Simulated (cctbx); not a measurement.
# What is wrong with this refinement?

Cell a = 3.3890 Å, b = 3.3890 Å, c = 38.6490 Å, α = 90.00°, β = 90.00°, γ = 120.00°; space group R3m (no. 160).

Simulated single-crystal data (cctbx): Mo Kα, λ = 0.71073 Å, to d = 0.65 Å, 70 % of the full sphere, strongest reflection 20000 counts, noise from counting, a 2 % proportional error and a noise floor of 8 counts (s.d.); no absorption, and some extinction, which the refinements don't model.

An anisotropic refinement with weights 1/σ² prints:

```text
Rint 0.019, 446 unique reflections to 0.65 A
cycle     R1     wR2    GooF  max shift (A)
   1  0.0923  0.2078   9.705   0.06500
   5  0.0553  0.1338   6.248   0.00018
final R1 0.0553 wR2 0.1338 GooF 6.248  parameters 15  data/parameter 29.7
atom        x        y        z      Ueq    occ   su(xyz)  su(Uiso or U11)
Ta1    0.00000  0.00000  0.08368   0.0081  1.000  0.00006  0.0004
Se1    0.33333  0.66667  0.29257   0.0064  1.000  0.00010  0.0018
Se2    0.33333  0.66667  0.20898   0.0251  1.000  0.00021  0.0029
Ti1    0.66667  0.33333  0.25172   0.0109  1.000  0.00015  0.0018
S1     0.33333  0.66667  0.04210  -0.0014  1.000  0.00014  0.0014  NPD
difference map: max 11.50 min -3.12 rms 0.77
Q1    0.0000  0.0000  0.7934    3   11.66  2.57 A from Ta1
Q2    0.0000  0.0000  0.3791    3    7.09  0.14 A from S1
Q3    0.0000  0.0000  0.2084    3    6.88  1.96 A from Se2
Q4    0.0000  0.0000  0.9990    3    5.62  2.49 A from Se1
Q5    0.0000  0.0000  0.0834    3    5.52  0.01 A from Ta1
Q6    0.0000  0.0000  0.1680    3    3.74  2.52 A from Se2
```

Q: Accept it or mend it, and why?

Mend it. The fault: an atom left out, S at (2/3, 1/3, 0.1245). Against the right model at the same level, R1 goes from 0.0089 to 0.0553 and GooF from 0.94 to 6.25, U of S1 shrinks from 0.0177 to -0.0014 Å², U of Se2 swells from 0.0139 to 0.0251 Å², U of Ti1 shrinks from 0.0170 to 0.0109 Å², the top difference peak, 11.7 e/Å³, lies 2.57 Å from Ta1 and S1 goes non-positive-definite. Q1 is the missing atom. With scattering power missing, scale and phases suffer, so peaks may also grow on the heavy atoms.

The compound is TaTiSe2S2. The right model at the same level gives:

```text
Rint 0.019, 446 unique reflections to 0.65 A
cycle     R1     wR2    GooF  max shift (A)
   1  0.0143  0.0353   1.654   0.00616
   2  0.0089  0.0201   0.944   0.00033
final R1 0.0089 wR2 0.0201 GooF 0.944  parameters 18  data/parameter 24.8
atom        x        y        z      Ueq    occ   su(xyz)  su(Uiso or U11)
Ta1    0.00000  0.00000  0.08334   0.0078  1.000  0.00001  0.0000
Se1    0.33333  0.66667  0.29349   0.0096  1.000  0.00002  0.0002
Se2    0.33333  0.66667  0.20962   0.0139  1.000  0.00002  0.0003
Ti1    0.66667  0.33333  0.25089   0.0170  1.000  0.00003  0.0003
S1     0.66667  0.33333  0.12557   0.0144  1.000  0.00007  0.0005
S2     0.33333  0.66667  0.04370   0.0177  1.000  0.00006  0.0006
Flack x: -0.003(10)
Hooft y: -0.016(13)  Bijvoet pairs: 212
difference map: max 0.39 min -0.55 rms 0.10
Q1    0.0908  0.5454  0.9786    9    0.39  1.43 A from Se1
Q2    0.2035  0.4071  0.7984    9    0.29  1.22 A from S1
Q3    0.0856  0.5428  0.1646    9    0.28  1.89 A from Se2
Q4    0.0103  0.2229  0.2375   18    0.28  1.48 A from Ti1
Q5    0.2024  0.4049  0.1183    9    0.28  1.73 A from S1
Q6    0.0000  0.0000  0.7652    3    0.28  1.04 A from S1
```

Isotropic U is held between 0.0001 and 1 Å² by the program, and listed peak heights are interpolated, so they can pass the grid's maximum.

The model is made up (kin elements in a known structure type, no relaxation), so it says nothing on whether the phase exists.

[Middle refinement cycles are left out of these outputs.]

[Logs are printed without paths, hosts, clocks, repeated set-up lines and the standing remarks that a program may print on its own settings, such as how far it seeks lower states.]
